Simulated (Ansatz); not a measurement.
# BiB (model cell, started as layered BN type): phonons and vibrational spectra, part 3 of 3

Task: relax BiB (model cell, started as layered BN type), then find its harmonic phonons.

Ansatz 0.2.0; DFT LDA, scalar-relativistic, plane waves, PAW.

So far. Step 4 (Relaxing to small forces for the phonons): The forces vanish by symmetry and the pressure is -0.005 GPa, within the tolerances set. The cell now holds 20.00 Å³/atom. Step 5 (Linear response at the zone centre): Before it was imposed, the acoustic sum rule was missed by 1.2e-5 eV/Å². Small misses are needed for a sound result but don't prove that mesh and cutoff are converged. The relaxed cell has a = 4.162, c = 5.333 Å (conventional setting).

The structure was built from a prototype and need not be the compound's stable phase.

## 6. Response at finite wavevector (continued)

The phonon density of states has structure finer than the step of the table below, so its rows give means over 20 cm⁻¹, whole bins alone (the curve runs from -138 to 478 cm⁻¹). Peaks (cm⁻¹: height): 47.5: 0.0587, 82.5: 0.0819, 107.5: 0.0781, 147.5: 0.0222, 442.5: 0.0917.

Tetrahedra on a 18×18×12 mesh, mean over bins of 5 cm-1. Interpolated from a 3×3×2 q mesh. The phonon density of states by wavenumber; means over each step:

```
wavenumber (cm⁻¹)  phonon density of states (1/cm⁻¹/cell)
             -120                                 0.00353
             -100                                  0.0102
              -80                                 0.01000
              -60                                  0.0113
              -40                                 0.00781
              -20                                 0.00632
                0                                 0.00632
               20                                  0.0147
               40                                  0.0501
               60                                  0.0460
               80                                  0.0629
              100                                  0.0675
              120                                  0.0278
              140                                  0.0178
              160                                  0.0178
              180                                  0.0168
              200                                  0.0101
              220                                 0.00627
              240                                 0.00408
              260                                 0.00231
              280                                  3.5e-4
              300                                       0
              320                                       0
              340                                       0
              360                                       0
              380                                 0.00502
              400                                  0.0262
              420                                  0.0570
              440                                  0.0692
              460                                  0.0376
```

The partial phonon density of states has structure finer than the step of the table below, so its rows give means over 20 cm⁻¹, whole bins alone (the curve runs from -145 to 500 cm⁻¹). Peaks (cm⁻¹: height): B -100.5: 0.00981, 179.4: 0.0179, 443.0: 0.0747; Bi -39.7: 0.00963, 45.5: 0.0546, 82.0: 0.0682, 106.4: 0.0657.

Phonopy on the run's constants, 15x15x11 mesh, Gaussian sigma 4.6 cm-1. Interpolated from a 3×3×2 q mesh. Table of partial phonon density of states by wavenumber; means over each step; values in 1/cm⁻¹/cell:

```
wavenumber (cm⁻¹)        B       Bi
             -120  0.00276  0.00103
             -100  0.00714  0.00424
              -80  0.00372  0.00493
              -60  0.00382  0.00747
              -40  0.00209  0.00837
              -20   3.3e-4  0.00303
                0   2.3e-4  0.00268
               20   8.7e-4   0.0161
               40  0.00219   0.0484
               60  0.00225   0.0448
               80  0.00331   0.0589
              100  0.00596   0.0610
              120  0.00609   0.0239
              140   0.0109  0.00554
              160   0.0146  0.00279
              180   0.0161   9.0e-4
              200  0.00936   2.3e-4
              220  0.00654   1.1e-4
              240  0.00404   2.9e-5
              260  0.00246   6.9e-6
              280   5.3e-4        0
              300   7.3e-7        0
              320        0        0
              340        0        0
              360   1.9e-5        0
              380  0.00556   3.9e-5
              400   0.0262   4.6e-4
              420   0.0544  0.00166
              440   0.0655  0.00185
              460   0.0370  0.00127
              480  0.00574   2.1e-4
```

Symmetry leaves 6 wavevectors to solve. The lowest mode among them, the acoustic zeros apart, lies at Γ and is imaginary, 135.1i cm⁻¹, so the energy falls along it.

## 7. Another isotope

An isotope changes the mass and not the force constants, so no new electronic calculation is needed; the shifts show which modes move this element.

The same force constants with the mass of B changed from 10.810 to 10.013 u (phonopy, no LO-TO term). Both lists are sorted by frequency; levels can cross, so a row need not hold one and the same mode. Modes under 3 cm⁻¹ are left out. Isotope shifts, by row, the first 40 of 45 rows:

```
            q  rank  natural mass (cm⁻¹)  changed mass (cm⁻¹)
        0 0 0     1               -135.1               -140.2
        0 0 0     2               -90.36               -92.13
        0 0 0     6                76.02                76.13
        0 0 0     7                76.02                76.13
        0 0 0     8                144.4                147.2
        0 0 0     9                459.6                476.7
        0 0 0    10                459.6                476.7
        0 0 0    11                475.6                493.4
        0 0 0    12                475.6                493.4
     0 0 -0.5     1                50.02                 50.1
     0 0 -0.5     2                50.02                 50.1
     0 0 -0.5     3                50.02                 50.1
     0 0 -0.5     4                50.02                 50.1
     0 0 -0.5     5                69.82                69.82
     0 0 -0.5     6                69.82                69.82
     0 0 -0.5     7                278.3                289.2
     0 0 -0.5     8                278.3                289.2
     0 0 -0.5     9                466.7                484.1
     0 0 -0.5    10                466.7                484.1
     0 0 -0.5    11                466.7                484.1
     0 0 -0.5    12                466.7                484.1
   0 0.3333 0     1               -112.2               -115.4
   0 0.3333 0     2               -63.42                -64.4
   0 0.3333 0     3                29.11                29.16
   0 0.3333 0     4                74.85                75.66
   0 0.3333 0     5                85.08                85.19
   0 0.3333 0     6                86.41                86.46
   0 0.3333 0     7                102.5                102.6
   0 0.3333 0     8                143.3                146.7
   0 0.3333 0     9                409.1                424.7
   0 0.3333 0    10                415.2                430.6
   0 0.3333 0    11                448.7                465.6
   0 0.3333 0    12                449.2                466.5
0 0.3333 -0.5     1                46.29                46.29
0 0.3333 -0.5     2                46.29                46.29
0 0.3333 -0.5     3                63.21                63.31
0 0.3333 -0.5     4                63.21                63.31
0 0.3333 -0.5     5                104.2                104.3
0 0.3333 -0.5     6                104.2                104.3
0 0.3333 -0.5     7                213.2                221.4
```

A mode of this element alone would shift by +3.90 %. The highest zone-centre frequency without the field goes from 475.6 to 493.4 cm⁻¹ (+3.8 %).

## 8. Summary of results

```yaml
space_group_after_relaxation_within_0p01_a: P6_3/mmc
volume_per_atom: 20.0 Å³
electronic_character: no gap on this mesh
highest_optical_mode_at_the_zone_centre_no_lo_to_term: 476 cm⁻¹
lowest_optical_zone_centre_mode: -135 cm⁻¹
lowest_mode_on_the_q_mesh_acoustic_modes_at_gamma_apart: -135 cm⁻¹
highest_frequency_on_the_path_or_at_a_solved_wavevector: 476 cm⁻¹
imaginary_modes_on_the_3x3x2_q_mesh: yes
```

**Reading.** Modes are clearly imaginary (beyond 10i cm⁻¹) at 3 of the 6 irreducible wavevectors, most at Γ (135.1i cm⁻¹), so this structure is not a minimum of the energy. The optical modes at Γ span -135 to 476 cm⁻¹ (negative means imaginary). The highest mode in this list at Γ, 475.6 cm⁻¹, is mostly motion of B (96 % of the kinetic energy). With no gap, or one that is small against the smearing, the frequencies hang on the k mesh and the smearing, most of all near Kohn anomalies. Spin-orbit coupling is left out, which can matter for the heavy elements here. The starting cell was built on a prototype and not taken from a measurement, so the phase need not exist. These are harmonic frequencies at zero temperature: anharmonic shifts, linewidths and thermal expansion are left out.

[Logs are printed without paths, hosts, clocks, repeated set-up lines and the standing remarks that a program may print on its own settings, such as how far it seeks lower states.]

[Hosts, paths, dates, database ids (printed as entryN), source tags and the programs' standing remarks are cut or masked in the printed files.]
